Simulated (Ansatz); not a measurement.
**CH on Zr(0001), bridge start, 2x2 cell: work function, bands and core levels**

Wanted: core-level shifts and unfolded surface bands for CH on Zr(0001), bridge start, 2x2 cell.

Program: Ansatz 0.2.0. Level of theory: DFT, PBE, plane-wave PAW, default files, scalar-relativistic. Results are calculated unless marked as measured.

Report form: the programs' logs are mostly left out.

**1. Starting point**

The cell holds 4 atoms: 4 Zr. Its edges and angles: a = 3.230 Å, b = 3.230 Å, c = 22.755 Å, α = 90.0°, β = 90.0°, γ = 60.0°. It derives from Zr. Vacuum lies along c.

**2. The clean face**

The clean face is the reference for what the added atoms change.

The input, input.yaml:

```yaml
crystal:
  lattice:
    - [3.23, 0.0, 0.0]
    - [1.615, 2.7972620542, 0.0]
    - [0.0, 0.0, 22.755]
  atoms:
    - { symbol: Zr, position: [0.0, 0.0, 0.670402109] }
    - { symbol: Zr, position: [0.666666667, 0.666666667, 0.556800703] }
    - { symbol: Zr, position: [0.0, 0.0, 0.443199297] }
    - { symbol: Zr, position: [0.666666667, 0.666666667, 0.329597891] }
kpoints:
  mp_grid: { grid: [18, 18, 1] }
scf:
  occupations: { method: fermi_dirac, width: 0.05 }
  n_extra_bands: 12
hamiltonian:
  xc: pbe
  pseudopotentials: { kind: paw }
output:
  forces: true
  write_potential: true
  volumetric_format: []
  dos:
    projected: true
    de: 0.05
    e_range: [-30, 12]
    method: { smearing: { sigma: 0.1, scheme: gaussian } }
efield:
  axis: 3
  dipole_correction: true
relax:
  f_tol: 0.03
  max_steps: 50
  constraints: [{ sites: [2, 3] }]
```

On the command line:

```sh
$ ansatz run input.yaml --threads 8 --pin off --max-ram 20480MiB --backend cpu --events-out ev --progress --plain --runs-dir out
```

Wall time 8.4 s (8 threads of Arm Neoverse V2, shared host); peak memory 0.82 GiB; 61 s of CPU time.

The steps of the relaxation:

| step | energy less that of the first step (eV) | largest force component (eV/Å) |
| --- | --- | --- |
| 1 | 0.0000 | 0.6210 |
| 2 | -0.0241 | 0.5316 |
| 3 | -0.0446 | 0.0689 |
| 4 | -0.0452 | 0.0247 |

Forces are held to the 6 operations that the run works with; a distortion that breaks them can't arise in this run.

The atoms that moved most (Å):

| atom | dx | dy | dz | length |
| --- | --- | --- | --- | --- |
| Zr2 | 0.000 | 0.000 | 0.090 | 0.090 |
| Zr1 | 0.000 | 0.000 | -0.063 | 0.063 |

Final coordinates:

```xyz
4
Lattice="3.2300 0.0000 0.0000 1.6150 2.7973 0.0000 0.0000 0.0000 22.7550" Properties=species:S:1:pos:R:3
Zr    0.0000    0.0000   15.1916
Zr    3.2300    1.8648   12.7604
Zr    0.0000    0.0000   10.0850
Zr    3.2300    1.8648    7.5000
```

Numbers from this step:

* free energy: -16733.4937 eV
* energy at zero smearing: -16733.4638 eV
* smearing term TS: 0.05965 eV
* Fermi energy: 4.186 eV
* symmetry operations: 6
* zero of energy: Fermi level
* share of occupied states in no projected shell: 0.0069 of the occupied states in the window
* DOS at the Fermi level: 7.377 states/eV/cell
* work function, upper face: 4.159 eV
* work function, lower face: 4.181 eV

The DOS has structure finer than the step of the table below, so its rows give means over 2 eV, whole bins alone (the curve runs from -29.1 to 2.77 eV). Peaks (eV: height): total -27.2: 26.1, -26.7: 27.0, -0.8: 8.27, 0.9: 9.67; Zr 4d -0.8: 7.21, 0.4: 7.21, 0.9: 8.62, 1.7: 6.59; Zr 5s -3.8: 0.850, -2.7: 1.38, -2.2: 1.24, -0.8: 0.781; Zr 5p* 0.7: 0.618, 1.4: 0.607, 1.8: 0.480, 2.5: 0.297; Zr 4p -27.2: 25.6, -26.7: 26.7.

* holds the states left over by the projection beside any projected weight of its own. DOS against E, zero at the Fermi level; means over each step; values in states/eV/cell:

| E (eV) | total | Zr 4d | Zr 5s | Zr 5p* | Zr 4p |
| --- | --- | --- | --- | --- | --- |
| -28 | 3.77 | 0.0405 | 0.0323 | 0 | 3.70 |
| -26 | 8.23 | 0.0545 | 0.0314 | 0 | 8.14 |
| -24 | 0 | 0 | 0 | 0 | 0 |
| -22 | 0 | 0 | 0 | 0 | 0 |
| -20 | 0 | 0 | 0 | 0 | 0 |
| -18 | 0 | 0 | 0 | 0 | 0 |
| -16 | 0 | 0 | 0 | 0 | 0 |
| -14 | 0 | 0 | 0 | 0 | 0 |
| -12 | 0 | 0 | 0 | 0 | 0 |
| -10 | 0 | 0 | 0 | 0 | 0 |
| -8 | 0 | 0 | 0 | 0 | 0 |
| -6 | 0.0291 | 1.2e-4 | 0.0286 | 3.1e-4 | 0 |
| -4 | 0.686 | 0.0935 | 0.573 | 0.0200 | 0 |
| -2 | 4.35 | 3.46 | 0.789 | 0.102 | 0 |
| 0 | 6.66 | 5.77 | 0.503 | 0.382 | 0 |

Maxima picked by a test of local sharpness, so broad peaks and shoulders can be missing; peaks within 0.45 eV of a curve's cut are left out. Valence peaks, by row:

| photon energy (eV) | binding energy (eV) | height (% of the maximum within 13 eV) | main shell | its share (%) |
| --- | --- | --- | --- | --- |
| 21.2 | 2 | 73.44 | Zr 4d | 99.81 |
| 21.2 | 0.85 | 100 | Zr 4d | 99.85 |
| 21.2 | 0.25 | 71.48 | Zr 4d | 99.81 |
| 100 | 26.7 | 855.1 | Zr 4p | 99.57 |
| 100 | 2.05 | 77.52 | Zr 4d | 88.69 |
| 100 | 0.85 | 100 | Zr 4d | 94.19 |
| 100 | 0.25 | 73.04 | Zr 4d | 93.43 |
| 600 | 26.7 | 733.7 | Zr 4p | 99.57 |
| 600 | 2 | 74.67 | Zr 4d | 96.26 |
| 600 | 0.85 | 100 | Zr 4d | 98.02 |
| 600 | 0.25 | 71.58 | Zr 4d | 97.66 |
| 1487 | 26.7 | 1573 | Zr 4p | 99.78 |
| 1487 | 2 | 76.3 | Zr 4d | 91.66 |
| 1487 | 0.85 | 100 | Zr 4d | 95.56 |
| 1487 | 0.25 | 71.81 | Zr 4d | 94.76 |
| 9252 | 26.7 | 5280 | Zr 4p | 99.86 |
| 9252 | 2.35 | 100 | Zr 5s | 67.98 |
| 9252 | 0.8 | 86.46 | Zr 4d | 58.68 |

The planar mean, electrostatic potential oscillates, so the rows of the table below give means over windows of 1 Å about each position, cut where the curve ends. Its maxima inside the range that stand out by 2 % of the span (Å: eV): 8.8: -0.0689, 11.4: 0.223, 13.9: -1.02. Its minima: 7.5: -18.1, 10.1: -17.9, 12.8: -17.8, 15.2: -18.1.

From the Fermi level. Planar mean, electrostatic potential against z; means over each step:

| z (Å) | planar mean, electrostatic potential (eV) |
| --- | --- |
| 0 | 4.17 |
| 1 | 4.18 |
| 2 | 4.18 |
| 3 | 4.18 |
| 4 | 4.15 |
| 5 | 3.85 |
| 6 | 1.57 |
| 7 | -10.9 |
| 8 | -10.5 |
| 9 | -2.32 |
| 10 | -15.2 |
| 11 | -3.98 |
| 12 | -6.20 |
| 13 | -14.0 |
| 14 | -2.70 |
| 15 | -14.7 |
| 16 | -5.74 |
| 17 | 2.77 |
| 18 | 3.99 |
| 19 | 4.14 |
| 20 | 4.16 |
| 21 | 4.16 |
| 22 | 4.16 |

The spectra weight each projected shell by its atomic cross section (Dirac–Hartree–Slater) and angular factor, for linear light with the analyser at 54.7° from the polarisation. Broadening, on top of any smearing of the DOS itself: a Gaussian of 0.3 eV and a Lorentzian of 0.2 eV plus 0 times the binding energy (full widths), Fermi edge at 300 K. Each atom is damped by exp[−depth/(λ cos θ)], θ = 0° from the normal, λ from the universal curve. Curves are cut 10 eV under the photon energy, above any shell that the free atom's threshold puts out of reach, or at the lower edge of the window: 11.2 eV at 21.2 eV, 29.1 eV at 100 eV, 29.1 eV at 600 eV, 29.1 eV at 1486.7 eV and 29.1 eV at 9251.7 eV. Dipole terms alone, which is rough above 3 keV; no background, satellites or final-state effects.

Share of each shell in the spectrum's area (%), by photon energy:

| shell | 21.2 eV | 100 eV | 600 eV | 1486.7 eV | 9251.7 eV |
| --- | --- | --- | --- | --- | --- |
| Zr 5s | 0.2 | 2.7 | 1.0 | 1.2 | 3.4 |
| Zr 4p | 0.0 | 79.2 | 77.5 | 87.7 | 94.6 |
| Zr 4d | 99.8 | 18.1 | 21.4 | 11.0 | 1.9 |

At the Fermi level the DOS is 7.38 states/eV a cell, and on the broadened curves Zr 4d holds 86 % of the total there.

**3. Relaxation**

System of this step: Zr16HC. The cell holds 18 atoms: 1 H, 1 C and 16 Zr. Its edges and angles: a = 6.460 Å, b = 6.460 Å, c = 25.305 Å, α = 90.0°, β = 90.0°, γ = 60.0°. It derives from Zr. How the cell was made: adsorbate; added: CH; site: bridge; coverage 0.25 monolayer; cell: 2x2; on one face. Regions: ad, 2 atoms (1 H and 1 C); L1, 4 atoms (4 Zr); L2, 4 atoms (4 Zr); L3, 4 atoms (4 Zr); rest, 4 atoms (4 Zr). Vacuum lies along c.

The cut or typed positions aren't at rest, and spectra shift with geometry, so the relaxation comes first. 8 atoms are held to stand for the bulk. A dipole correction cancels the field between unlike faces.

The input, input.yaml:

```yaml
crystal:
  lattice:
    - [6.46, 0.0, 0.0]
    - [3.23, 5.5945241084, 0.0]
    - [0.0, 0.0, 25.305]
  atoms:
    - { symbol: H, position: [0.252702778, 0.0, 0.703615886] }
    - { symbol: C, position: [0.250487189, 0.0, 0.660146216] }
    - { symbol: Zr, position: [0.0, 0.0, 0.602845287] }
    - { symbol: Zr, position: [0.5, 0.0, 0.602845287] }
    - { symbol: Zr, position: [0.0, 0.5, 0.602845287] }
    - { symbol: Zr, position: [0.5, 0.5, 0.602845287] }
    - { symbol: Zr, position: [0.833333333, 0.333333333, 0.500691563] }
    - { symbol: Zr, position: [0.333333333, 0.333333333, 0.500691563] }
    - { symbol: Zr, position: [0.833333333, 0.833333333, 0.500691563] }
    - { symbol: Zr, position: [0.333333333, 0.833333333, 0.500691563] }
    - { symbol: Zr, position: [0.0, 0.0, 0.398537838] }
    - { symbol: Zr, position: [0.5, 0.0, 0.398537838] }
    - { symbol: Zr, position: [0.0, 0.5, 0.398537838] }
    - { symbol: Zr, position: [0.5, 0.5, 0.398537838] }
    - { symbol: Zr, position: [0.833333333, 0.333333333, 0.296384114] }
    - { symbol: Zr, position: [0.333333333, 0.333333333, 0.296384114] }
    - { symbol: Zr, position: [0.833333333, 0.833333333, 0.296384114] }
    - { symbol: Zr, position: [0.333333333, 0.833333333, 0.296384114] }
kpoints:
  mp_grid: { grid: [6, 6, 1] }
scf:
  occupations: { method: fermi_dirac, width: 0.05 }
  n_extra_bands: 14
hamiltonian:
  xc: pbe
  pseudopotentials: { kind: paw }
output:
  forces: true
  write_potential: true
  volumetric_format: []
efield:
  axis: 3
  dipole_correction: true
relax:
  f_tol: 0.03
  max_steps: 45
  constraints: [{ sites: [10, 11, 12, 13, 14, 15, 16, 17] }]
```

Wall time 4.5 min (8 threads); peak memory 4.3 GiB.

The steps of the relaxation:

| step | energy less that of the first step (eV) | largest force component (eV/Å) |
| --- | --- | --- |
| 1 | 0.0000 | 0.9015 |
| 2 | -0.2116 | 0.5379 |
| 3 | -0.2840 | 0.3392 |
| 4 | -0.3115 | 0.1885 |
| 5 | -0.3586 | 0.4389 |
| 6 | -0.4376 | 0.5306 |
| 7 | -0.5530 | 0.4495 |
| 8 | -0.5954 | 0.5854 |
| 9 | -0.6511 | 0.1346 |
| 10 | -0.6588 | 0.0446 |
| 11 | -0.6593 | 0.0201 |

The atoms that moved most (Å):

| atom | dx | dy | dz | length |
| --- | --- | --- | --- | --- |
| C2 | -0.003 | 0.921 | -0.290 | 0.965 |
| H1 | -0.016 | 0.916 | -0.278 | 0.958 |
| Zr7 | 0.004 | 0.000 | 0.085 | 0.085 |
| Zr8 | -0.004 | 0.000 | 0.085 | 0.085 |
| Zr6 | 0.000 | 0.000 | -0.078 | 0.078 |
| Zr10 | 0.000 | 0.002 | 0.077 | 0.077 |
| Zr9 | 0.000 | -0.003 | 0.049 | 0.049 |
| Zr5 | 0.000 | -0.007 | 0.012 | 0.014 |

Final coordinates:

```cif
data_structure
_symmetry_space_group_name_H-M 'P 1'
_symmetry_Int_Tables_number 1
_cell_length_a 6.4600
_cell_length_b 6.4600
_cell_length_c 25.3050
_cell_angle_alpha 90.000
_cell_angle_beta 90.000
_cell_angle_gamma 60.000
_cell_volume 914.54
loop_
_atom_site_label
_atom_site_type_symbol
_atom_site_fract_x
_atom_site_fract_y
_atom_site_fract_z
_atom_site_occupancy
H1 H 0.16833 0.16380 0.69261 1
C2 C 0.16782 0.16454 0.64867 1
Zr3 Zr 0.00077 0.99899 0.60280 1
Zr4 Zr 0.50035 0.99889 0.60277 1
Zr5 Zr 0.00056 0.49881 0.60333 1
Zr6 Zr 0.50000 0.49999 0.59977 1
Zr7 Zr 0.83401 0.33335 0.50406 1
Zr8 Zr 0.33266 0.33335 0.50406 1
Zr9 Zr 0.83365 0.83278 0.50261 1
Zr10 Zr 0.33314 0.83371 0.50374 1
Zr11 Zr 0.00000 0.00000 0.39854 1
Zr12 Zr 0.50000 0.00000 0.39854 1
Zr13 Zr 0.00000 0.50000 0.39854 1
Zr14 Zr 0.50000 0.50000 0.39854 1
Zr15 Zr 0.83333 0.33333 0.29638 1
Zr16 Zr 0.33333 0.33333 0.29638 1
Zr17 Zr 0.83333 0.83333 0.29638 1
Zr18 Zr 0.33333 0.83333 0.29638 1
```

Numbers from this step:

- free energy: -67201.4927 eV
- energy at zero smearing: -67201.3916 eV
- smearing term TS: 0.2022 eV
- Fermi energy: 3.522 eV
- symmetry operations: 1
- work function, upper face: 3.878 eV

The relaxation ends 37 meV an atom lower, with a largest force component of 0.020 eV/Å on the free atoms. Between step 2 and this run (18 atoms) the value for the work function, upper face moves from 4.16 eV to 3.88 eV (-7 %).

**4. Layer-resolved bands, DOS and potential**

This is the main run. States are solved along the surface zone's path and weighed by where they lie along the normal, since photoemission sees the top layers. The cell holds 4 small cells, so the bands are unfolded.

The input, input.yaml:

```yaml
crystal:
  lattice:
    - [6.46, 0.0, 0.0]
    - [3.23, 5.5945241084, 0.0]
    - [0.0, 0.0, 25.305]
  atoms:
    - { symbol: H, position: [0.1683345904, 0.1637959278, 0.6926145411] }
    - { symbol: C, position: [0.1678190269, 0.164538023, 0.6486700347] }
    - { symbol: Zr, position: [0.0007723722, -0.0010089303, 0.6027970774] }
    - { symbol: Zr, position: [0.5003463789, -0.0011125876, 0.6027736145] }
    - { symbol: Zr, position: [0.0005648542, 0.4988059725, 0.6033273948] }
    - { symbol: Zr, position: [0.4999990489, 0.4999916931, 0.5997707523] }
    - { symbol: Zr, position: [0.8340131907, 0.3333486654, 0.504063586] }
    - { symbol: Zr, position: [0.3326604719, 0.3333488767, 0.5040631694] }
    - { symbol: Zr, position: [0.8336500722, 0.8327768598, 0.5026097549] }
    - { symbol: Zr, position: [0.333138378, 0.8337143633, 0.5037366276] }
    - { symbol: Zr, position: [0.0, 0.0, 0.398537838] }
    - { symbol: Zr, position: [0.5, 0.0, 0.398537838] }
    - { symbol: Zr, position: [0.0, 0.5, 0.398537838] }
    - { symbol: Zr, position: [0.5, 0.5, 0.398537838] }
    - { symbol: Zr, position: [0.833333333, 0.333333333, 0.296384114] }
    - { symbol: Zr, position: [0.333333333, 0.333333333, 0.296384114] }
    - { symbol: Zr, position: [0.833333333, 0.833333333, 0.296384114] }
    - { symbol: Zr, position: [0.333333333, 0.833333333, 0.296384114] }
kpoints:
  mp_grid: { grid: [6, 6, 1] }
scf:
  occupations: { method: fermi_dirac, width: 0.05 }
  n_extra_bands: 25
hamiltonian:
  xc: pbe
  pseudopotentials: { kind: paw }
output:
  forces: true
  write_potential: true
  volumetric_format: []
  dos:
    projected:
      site_lists:
        adsorbate: [0, 1]
        layer_1: [2, 3, 4, 5]
        layer_2: [6, 7, 8, 9]
        layer_3: [10, 11, 12, 13]
        other_layers: [14, 15, 16, 17]
    de: 0.05
    e_range: [-30, 12]
    method: { smearing: { sigma: 0.15, scheme: gaussian } }
  eigenstates:
    kpoints:
      - [0.33333333, -0.33333333, 0.0]
      - [0.25, -0.375, 0.0]
      - [0.16666667, -0.41666667, 0.0]
      - [0.08333333, -0.45833333, 0.0]
      - [0.0, 0.5, 0.0]
      - [-0.08333333, 0.45833333, 0.0]
      # [... 29 more points ...]
      - [0.25, 0.5, 0.0]
      - [0.29166667, -0.41666667, 0.0]
    e_range: [-8.0, 4.0]
    unfold:
      supercell_matrix: [[2, 0, 0], [0, 2, 0], [0, 0, 1]]
      layers:
        axis: 3
        edges: [0.138313, 0.424837, 0.424937, 0.574447, 0.574547, 0.850684]
efield:
  axis: 3
  dipole_correction: true
```

The job ended after 2.3 min (8 threads; peak memory 6.8 GiB; 18 min of CPU time).

Numbers from this step:

| Property | Result |
| --- | --- |
| Fermi energy | 3.523 eV |
| share of occupied states in no projected shell | 0.0071 of the occupied states in the window |
| DOS at the Fermi level | 25.05 states/eV/cell |
| work function, upper face | 3.879 eV |

A(k,E), total over k along the path and E. Zero: Fermi level.

Ten even steps from '_' (0.0 eV⁻¹) to '@' (9.3 eV⁻¹), each cell a mean:
```
....::::..::--==++++==========++**==--::::--==----::........
______..--::..::--++@@@@@@@@@@##==::::--++++==--------..____
....::::::::::::::--++##%%##**==----------::::::::::----....
**++======------==++++==----==++==------::::::::::------++**
======--::::::====----::::::::--==--::::............::======
--==--==++++====--::..________..::----::::::::::::::::--==--
++++++==++++==::..________________..::--::::::::::::::--++++
++==--::::::::..____________________..::::------------====++
::::====--::..::..________________::::::::........::------::
____....::::........__________..::....::::------====--..____
________............::......::::........----------::..______
____________......__....::::..____........____..____________
______________........________........______________________
________________..__..........____..________________________
__________________..__________....__________________________
__________________..............____________________________
______________________......________________________________
____________________________________________________________
____________________________________________________________
____________________________________________________________
____________________________________________________________
____________________________________________________________
```
Columns: k along the path (Å⁻¹) from 0 to 3.07; rows upwards: E (eV) from -7.7 to 1.71.

A(k,E), top over k along the path and E. Zero: Fermi level.

Ten even steps from '_' (0.00 eV⁻¹) to '@' (1.99 eV⁻¹), each cell a mean:
```
....::::::----==++++==++++++====++==--::::----------........
____....::::::::--++@@@@@@@@@@##==------====------==--..____
............::::--==++++++++++==------------::::::::----::..
++++++++==::::::==++==--------====--------::::::::::::--==++
##++==============::::........::----::..............::--++##
::------==++++--::::............::----::::::::::::::::----::
--------------::..______________..::::--::..........::------
==--::::::::::::......................::--====--======----==
::::----::::..::::..____________..::::::......::......::::::
....::----::::::::::..______..::::::::::............::::....
________..........::::::::::::::......::::----------::..____
__________........__..::::::....__..........::::..__________
__________________..____________..__________________________
____________________________________________________________
..............::..______________......__________________....
________________..::::......::::::......................____
____________________....::::..______________________________
____________________________________________________________
____________________________________________________________
____________________________________________________________
____________________________________________________________
____________________________________________________________
```
Columns: k along the path (Å⁻¹) from 0 to 3.07; rows upwards: E (eV) from -7.7 to 1.71.

[end of part 1 of 3]

[Logs are printed without paths, hosts, clocks, repeated set-up lines and the standing remarks that a program may print on its own settings, such as how far it seeks lower states.]

[Hosts, paths, dates, database ids (printed as entryN), source tags and the programs' standing remarks are cut or masked in the printed files.]

[Maps of the electrostatic potential energy from Ansatz leave out the sawtooth potential of an applied field or a dipole correction, so their vacuum need not be flat; work functions include it.]
